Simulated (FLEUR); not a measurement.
# Magnetic state of free Ni(111) film, 1 layer from several starts, part 2 of 2

Aim: find out whether free Ni(111) film, 1 layer carries moments, and which collinear order costs least.

FLEUR MaX-R8.1; LDA (VWN); all-electron FLAPW film, Dirac cores, scalar-relativistic bands.

So far, largest spin moment in the muffin-tin sphere (μB): step 2 (order 1, typed as ferro +) 0.839; step 3 (order 2, typed as antiferro q=(0,1/2,0) +-) 0.480.

### Step 4. Run 3 (no spin polarisation)

Without spin polarisation no moment can form, so the difference from the other runs is what forming moments gains.

The k list default-1 (kpts.xml, not shown) is a Γ-centred 18×18×1 mesh.

File inp.xml:

```
<?xml version="1.0" encoding="UTF-8" standalone="no"?>
<fleurInput fleurInputVersion="0.39">
   <comment>
      Ni
   </comment>
   <calculationSetup>
      <cutoffs Kmax="3.66" Gmax="11.0" GmaxXC="11.0" numbands="0"/>
      <scfLoop itmax="120" minDistance="0.00002" maxIterBroyd="15" imix="Anderson" alpha="0.03" precondParam="0.0" spinf="2.0" sdNocoIR="T"/>
      <coreElectrons ctail="T" frcor="F" kcrel="1" coretail_lmax="0"/>
      <xcFunctional name="vwn" relativisticCorrections="F"/>
      <magnetism jspins="1"/>
      <soc l_soc="F" theta="0.0" phi="0.0" spav="F"/>
      <expertModes spex="0" secvar="F"/>
      <geometryOptimization l_f="F" forcealpha="1.0" forcemix="BFGS" epsdisp="0.00001" epsforce="0.00001"/>
      <ldaU l_linMix="F" mixParam="0.05" spinf="1.0"/>
   </calculationSetup>
   <cell>
      <bzIntegration valenceElectrons="18.0" mode="hist" fermiSmearingEnergy="0.00183747">
         <kPointListSelection listName="default-1"/>
         <xi:include xmlns:xi="http://www.w3.org/2001/XInclude" href="kpts.xml"> </xi:include>
      </bzIntegration>
      <xi:include xmlns:xi="http://www.w3.org/2001/XInclude" href="sym.xml"> </xi:include>
      <filmLattice scale="1.0" dVac="5.28" dTilda="7.78">
         <bravaisMatrixFilm>
            <row-1>    4.7086300406703598     0.0000001262337051</row-1>
            <row-2>   -2.3543151296652853     4.0777931691130949</row-2>
         </bravaisMatrixFilm>
         <vacuumEnergyParameters vacuum="1" spinUp="-.25" spinDown="-.25"/>
      </filmLattice>
   </cell>
   <atomSpecies>
      <species name="Nickel (Ni)" element="Ni" atomicNumber="28">
         <mtSphere radius="2.24" gridPoints="741" logIncrement="0.016"/>
         <atomicCutoffs lmax="8" lnonsphr="6"/>
         <electronConfig flipSpins="F">
            <coreConfig>(1s1/2) (2s1/2) (2p1/2) (2p3/2)</coreConfig>
            <valenceConfig>(3s1/2) (3p1/2) (3p3/2) (4s1/2) (3d3/2) (3d5/2)</valenceConfig>
            <stateOccupation state="(3d3/2)" spinUp="1.600000" spinDown="1.600000"/>
            <stateOccupation state="(3d5/2)" spinUp="2.400000" spinDown="2.400000"/>
         </electronConfig>
         <energyParameters s="4" p="4" d="3" f="4"/>
         <lo type="SCLO" l="0" n="3" eDeriv="0"/>
         <lo type="SCLO" l="1" n="3" eDeriv="0"/>
      </species>
   </atomSpecies>
   <atomGroups>
      <atomGroup species="Nickel (Ni)">
         <filmPos label="                   1">.0000000000 .0000000000 .0000000000</filmPos>
         <force calculate="T" relaxXYZ="TTT"/>
      </atomGroup>
   </atomGroups>
   <output dos="F" band="F" slice="F">
      <bandDOS minEnergy="-.5*Htr" maxEnergy="0.5*Htr" sigma="0.015" storeEVData="T"/>
      <plotting iplot="0" polar="F">
         <plot TwoD="T" vec1="  1.0  0.0  0.0" vec2="  0.0  1.0  0.0" vec3="  0.0  0.0  1.0" zero="  0.0  0.0 -0.5" file="plot"/>
      </plotting>
      <moessbauerParams electricFieldGradient="F" isomerShift="T" coreHyperfine="T" valenceHyperfine="T"/>
   </output>
</fleurInput>
```

File crystal.txt:

```
Ni
&input film=T cartesian=F /
2.49169971213  0.00000006680  0.00000000000
-1.24584991392  2.15787521590  0.00000000000
0.00000000000  0.00000000000  1.00000000000
1.8897261246
1.0 1.0 1.0

1
28 0.00000000000  0.00000000000  0.00000000000

&kpt div1=18 div2=18 div3=1 gamma=T /
```

On the command line:

```console
$ OMP_NUM_THREADS=1 inpgen -f crystal.txt > inpgen.log  # inp.xml is then edited as shown
$ OMP_NUM_THREADS=1 mpirun -n 4 fleur_MPI > fleur.log
```

What it wrote:

```text
[banner, memory and clock lines left out]
Welcome to FLEUR        (www.flapw.de)
      MaX-Release 8.1          (www.max-centre.eu)

 ========== k-point set info ==========
 Selected k-point list: default-1
 k-point list type: mesh
 0 x 0 x 0
 Number of k points: 40

 [... set-up left out ...]
 Iteration:     1   Distance:      25.83740814 me/bohr^3
 [... lines of the core solver left out ...]
 Iteration:     2   Distance:      21.39264740 me/bohr^3
 [... lines of the core solver left out ...]
 Iteration:     3   Distance:      12.53919233 me/bohr^3
[...]
<FermiEnergy value="-0.2196845919" units="Htr"/>
         [... left out ...]
         <totalEnergy value="    -1518.3384609925" units="Htr">
            <sumOfEigenvalues value="     -884.8566166463">
               <coreElectrons value="-859.2265196809"/>
               <valenceElectrons value="-25.6300969654"/>
            </sumOfEigenvalues>
         [... left out ...]
            <freeEnergy value="-1518.3402034862"/>
            <extrapolationTo0K value="-1518.3393322394"/>
         </totalEnergy>
         <densityConvergence units="me/bohr^3">
            <chargeDensity spin="1" distance="0.0000086965"/>
         </densityConvergence>
      </iteration>
```

It took 5 s on 4 MPI ranks of Arm Neoverse V1, shared host; peak memory 0.15 GiB.

This step gave:

```yaml
free_energy: -41316.1417 eV
program_s_band_gap_on_this_mesh_in_a_metal_only_a_level_spacing: 0.004339 eV
final_state: non-magnetic (no spin polarisation)
```

It lies 94.1 meV a seeded atom over the first start.

### Step 5. The states side by side

Free energies are divided by the number of seeded atoms, so that cells of unlike size compare. Wavevectors q in the names are fractions of the primitive cell's reciprocal vectors.

Orders:

```csv
start,final state,typed order kept,energy over the lowest (meV a seeded atom),largest sphere moment (μB),net moment (μB a primitive cell),mesh matched,CPU time (s)
ferro +,ferromagnetic,yes,0,0.8389,0.7861,yes,39.23
"antiferro q=(0,1/2,0) +-",antiferromagnetic,yes,78.58,0.4803,0,yes,244.1
no spin polarisation,non-magnetic,-,94.11,0,0,yes,19.83
```

### Step 6. Spin–orbit coupling, moments along z

Spin–orbit coupling ties the spins to the lattice and lets orbital moments form.

A new self-consistent run of the start ferro +, with the moments along z.

File inp.xml:

```
<?xml version="1.0" encoding="UTF-8" standalone="no"?>
<fleurInput fleurInputVersion="0.39">
   <comment>
      Ni
   </comment>
   <calculationSetup>
      <cutoffs Kmax="3.66" Gmax="11.0" GmaxXC="11.0" numbands="38"/>
      <scfLoop itmax="120" minDistance="0.00002" maxIterBroyd="15" imix="Anderson" alpha="0.03" precondParam="0.0" spinf="2.0" sdNocoIR="T"/>
      <coreElectrons ctail="T" frcor="F" kcrel="1" coretail_lmax="0"/>
      <xcFunctional name="vwn" relativisticCorrections="F"/>
      <magnetism jspins="2"/>
      <soc l_soc="T" theta="0.0" phi="0.0" spav="F"/>
      <expertModes spex="0" secvar="F"/>
      <geometryOptimization l_f="F" forcealpha="1.0" forcemix="BFGS" epsdisp="0.00001" epsforce="0.00001"/>
      <ldaU l_linMix="F" mixParam="0.05" spinf="1.0"/>
   </calculationSetup>
   <cell>
      <bzIntegration valenceElectrons="18.0" mode="hist" fermiSmearingEnergy="0.00183747">
         <kPointListSelection listName="default-1"/>
         <xi:include xmlns:xi="http://www.w3.org/2001/XInclude" href="kpts.xml"> </xi:include>
      </bzIntegration>
      <xi:include xmlns:xi="http://www.w3.org/2001/XInclude" href="sym.xml"> </xi:include>
      <filmLattice scale="1.0" dVac="5.28" dTilda="7.78">
         <bravaisMatrixFilm>
            <row-1>    4.7086300406703598     0.0000001262337051</row-1>
            <row-2>   -2.3543151296652853     4.0777931691130949</row-2>
         </bravaisMatrixFilm>
         <vacuumEnergyParameters vacuum="1" spinUp="-.25" spinDown="-.25"/>
      </filmLattice>
   </cell>
   <atomSpecies>
      <species name="Nickel (Ni1.000" element="Ni" atomicNumber="28">
         <mtSphere radius="2.24" gridPoints="741" logIncrement="0.016"/>
         <atomicCutoffs lmax="8" lnonsphr="6"/>
         <electronConfig flipSpins="F">
            <coreConfig>(1s1/2) (2s1/2) (2p1/2) (2p3/2)</coreConfig>
            <valenceConfig>(3s1/2) (3p1/2) (3p3/2) (4s1/2) (3d3/2) (3d5/2)</valenceConfig>
            <stateOccupation state="(3d3/2)" spinUp="1.6" spinDown="1.6"/>
            <stateOccupation state="(3d5/2)" spinUp="2.9" spinDown="1.9"/>
         </electronConfig>
         <energyParameters s="4" p="4" d="3" f="4"/>
         <lo type="SCLO" l="0" n="3" eDeriv="0"/>
         <lo type="SCLO" l="1" n="3" eDeriv="0"/>
      </species>
   </atomSpecies>
   <atomGroups>
      <atomGroup species="Nickel (Ni1.000">
         <filmPos label="                   1">.0000000000 .0000000000 .0000000000</filmPos>
         <force calculate="T" relaxXYZ="TTT"/>
      </atomGroup>
   </atomGroups>
   <output dos="F" band="F" slice="F">
      <bandDOS minEnergy="-.5*Htr" maxEnergy="0.5*Htr" sigma="0.015" storeEVData="T"/>
      <plotting iplot="0" polar="F">
         <plot TwoD="T" vec1="  1.0  0.0  0.0" vec2="  0.0  1.0  0.0" vec3="  0.0  0.0  1.0" zero="  0.0  0.0 -0.5" file="plot"/>
      </plotting>
      <moessbauerParams electricFieldGradient="F" isomerShift="T" coreHyperfine="T" valenceHyperfine="T"/>
   </output>
</fleurInput>
```

File crystal.txt:

```
Ni
&input film=T cartesian=F /
2.49169971213  0.00000006680  0.00000000000
-1.24584991392  2.15787521590  0.00000000000
0.00000000000  0.00000000000  1.00000000000
1.8897261246
1.0 1.0 1.0

1
28 0.00000000000  0.00000000000  0.00000000000 : 1.000

&soc 0.0000000 0.0000000 /
&kpt div1=18 div2=18 div3=1 gamma=T /
```

What it wrote:

```text
[banner, memory and clock lines left out]
Welcome to FLEUR        (www.flapw.de)
      MaX-Release 8.1          (www.max-centre.eu)

 ========== k-point set info ==========
 Selected k-point list: default-1
 k-point list type: mesh
 18 x 18 x 1
 Number of k points: 56

 [... set-up left out ...]
 Iteration:     1   Distance:      21.21757663 me/bohr^3
 [... lines of the core solver left out ...]
 Iteration:     2   Distance:      17.46805691 me/bohr^3
 [... lines of the core solver left out ...]
 Iteration:     3   Distance:       8.78726690 me/bohr^3
 [... lines of the core solver left out ...]
 Iteration:     4   Distance:       9.14127628 me/bohr^3
 [... lines of the core solver left out ...]
 Iteration:     5   Distance:       4.61610306 me/bohr^3
 [... lines of the core solver left out ...]
 Iteration:     6   Distance:       5.86423701 me/bohr^3
 [... lines of the core solver left out ...]
 Iteration:     7   Distance:       2.13460647 me/bohr^3
 [... lines of the core solver left out ...]
 Iteration:     8   Distance:       1.57226351 me/bohr^3
 [... lines of the core solver left out ...]
 Iteration:     9   Distance:       0.53293835 me/bohr^3
 [... lines of the core solver left out ...]
 Iteration:    10   Distance:       0.43964633 me/bohr^3
 [... lines of the core solver left out ...]
 Iteration:    11   Distance:       0.25794419 me/bohr^3
 [... lines of the core solver left out ...]
 Iteration:    12   Distance:       0.03046404 me/bohr^3
 [... lines of the core solver left out ...]
 Iteration:    13   Distance:       0.02978181 me/bohr^3
 [... lines of the core solver left out ...]
[... rest left out ...]

--- out.xml (last complete iteration) ---
<iteration numberForCurrentRun="   24" overallNumber="   24">
         [... left out ...]
         <bandgap value="0.0000000000" units="eV"/>
         <sumValenceSingleParticleEnergies value="-25.6682463029" units="Htr"/>
         <FermiEnergy value="-0.2112750992" units="Htr"/>
         [... left out ...]
         <magneticMomentsInMTSpheres units="muBohr">
            <globalMagMoment atomType="1" vec="0.00000   0.00000   0.83092"/>
         </magneticMomentsInMTSpheres>
         <orbitalMomentsInMTSpheres units="muBohr">
            <globalMagMoment atomType="1" vec="0.00000   0.00000   0.07166"/>
         </orbitalMomentsInMTSpheres>
         [... left out ...]
         <totalEnergy value="    -1518.3436700903" units="Htr">
            <sumOfEigenvalues value="     -884.9088709738">
               <coreElectrons value="-859.2406246709"/>
               <valenceElectrons value="-25.6682463029"/>
            </sumOfEigenvalues>
         [... left out ...]
            <freeEnergy value="-1518.3445964556"/>
            <extrapolationTo0K value="-1518.3441332729"/>
         </totalEnergy>
         <densityConvergence units="me/bohr^3">
            <chargeDensity spin="1" distance="0.0000050035"/>
            <chargeDensity spin="2" distance="0.0000049687"/>
            <overallChargeDensity distance="0.0000024647"/>
            <spinDensity distance="0.0000096629"/>
         </densityConvergence>
      </iteration>
```

Run time: 17 s. Hardware: 4 MPI ranks; peak memory 0.2 GiB.

Read from the output:

| Property | Result |
| --- | --- |
| free energy | -41316.2613 eV |
| program's band gap on this mesh (in a metal only a level spacing) | 0 eV |
| magnetization | 0.7791 μB |
| final state | ferromagnetic |
| largest moment | 0.8309 μB |
| orbital moment along the spin | 0.07166 μB |

Orbital moment in the sphere, along the spin axis by atom:

```
atom  orbital moment in the sphere, along the spin axis (μB)
 Ni1                                                  0.0717
```

Fields along z, the direction of positive moments; semicore shells count as valence. Hyperfine fields at the nuclei:

```csv
atom,core contact (T),valence contact (T),dipolar (T),orbital (T),sum (T),density at the nucleus (e/bohr³)
Ni1,-24.01,8.697,0.5935,6.205,-8.514,19585
```

### Step 7. Results

```json
{
  "lowest state found": "ferromagnetic (typed ferro +)",
  "largest site spin moment": "0.839 μB",
  "next finished state": "antiferromagnetic, 78.6 meV a seeded atom higher",
  "energy gained by spin polarisation": "94.1 meV a seeded atom",
  "hyperfine field at Ni1, along its moment": "-8.51 T",
  "orbital moment on the atom of largest spin, along its spin (spin–orbit run)": "0.0717 μB"
}
```

What this shows: The lowest state found is ferromagnetic, reached from the start ferro +, with moments up to 0.839 μB. The next finished state costs 79 meV a seeded atom. At Ni1 the core shells give -24.0 T and the valence and semicore s states 8.70 T along the moment, -18.4 T per μB together; orbital and dipolar parts add 6.8 T. Semilocal functionals tend to give too weak a core polarisation. The orbital moment is parallel to the spin, as Hund's third rule has it for a shell over half filled. Only 3 starts were tried; other patterns of signs, canted and longer-period orders were not.

[Logs and program files are shortened in this print: banners, set-up blocks, solver, clock and traceback lines can be left out without a mark of their own.]

[Logs are printed without paths, hosts, clocks, repeated set-up lines and the standing remarks that a program may print on its own settings, such as how far it seeks lower states.]

[Hosts, paths, dates, database ids (printed as entryN), source tags and the programs' standing remarks are cut or masked in the printed files.]

[Where a cell is said to come from a database of computed structures, the database is the Materials Project.]
